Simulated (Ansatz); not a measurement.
## NaCl (Fm-3m): refractive index against wavelength

The refractive index of NaCl (Fm-3m) below the direct gap (5.15 eV on the mesh) is read from one computed spectrum, n = √(Re ε).

Cell: a, b, c = 3.974, 3.974, 3.974 Å (primitive vectors), 2 atoms.

Method: Ansatz 0.2.0, PBE, independent particles, k-mesh 8×8×8 with interpolation inside its cells, Gaussian parameter 0.15 eV.

Launch of the response step: `ansatz run input.yaml --threads 4 --pin off --max-ram 8192MiB --backend cpu --events-out ev --progress --plain --runs-dir out`. The run took 3 s, on 4 threads of Arm Neoverse V2, with other jobs on the host.

| wavelength (nm) | photon energy E (eV) | n |
| --- | --- | --- |
| 850 | 1.459 | 1.6740 |
| 700 | 1.771 | 1.6804 |
| 633 | 1.959 | 1.6849 |
| 532 | 2.331 | 1.6956 |
| 450 | 2.755 | 1.7109 |
| 405 | 3.061 | 1.7244 |
| 365 | 3.397 | ? |

In the single-oscillator model n² − 1 = E₀E_d/(E₀² − E²), so 1/(n² − 1) = E₀/E_d − E²/(E₀E_d) is linear in E².

Working, on the rows shown:

| x = E² (eV²) | y = 1/(n² − 1) |
| --- | --- |
| 2.12762 | 0.554854 |
| 3.13716 | 0.548323 |
| 3.83641 | 0.543807 |
| 5.43137 | 0.533316 |
| 7.59115 | 0.518893 |
| 9.37179 | 0.5067 |

Means: x̄ = 5.2493, ȳ = 0.53432. Σ(x − x̄)(y − ȳ) = -0.2573, Σ(x − x̄)² = 38.71. Slope = -0.2573 / 38.71 = -0.006645; intercept = ȳ − slope · x̄ = 0.5692. Turned back into n, the line misses the rows shown by at most 0.00025.

Q: Predict the last column of the withheld row from the fit.

A: At x = 11.538 the line gives y = 0.49252, that is 1.7408. The run gave 1.7419, so the extrapolation is off by 0.0011, 1.6 % of the range in the table.

Refitted with all rows, the slope is -0.006714 and the intercept 0.56949. These give E₀ = √(intercept/−slope) = 9.21 eV and E_d = E₀/intercept = 16.2 eV; E₀ is 1.8 times the direct gap. The electronic limit at long wavelengths, without lattice vibrations, is n = √(1 + 1/intercept) = 1.660. The cell comes from an older database entry, whose edges can be off by a per cent or so. Excitons are left out and so are local fields; PBE gaps are as a rule too small.
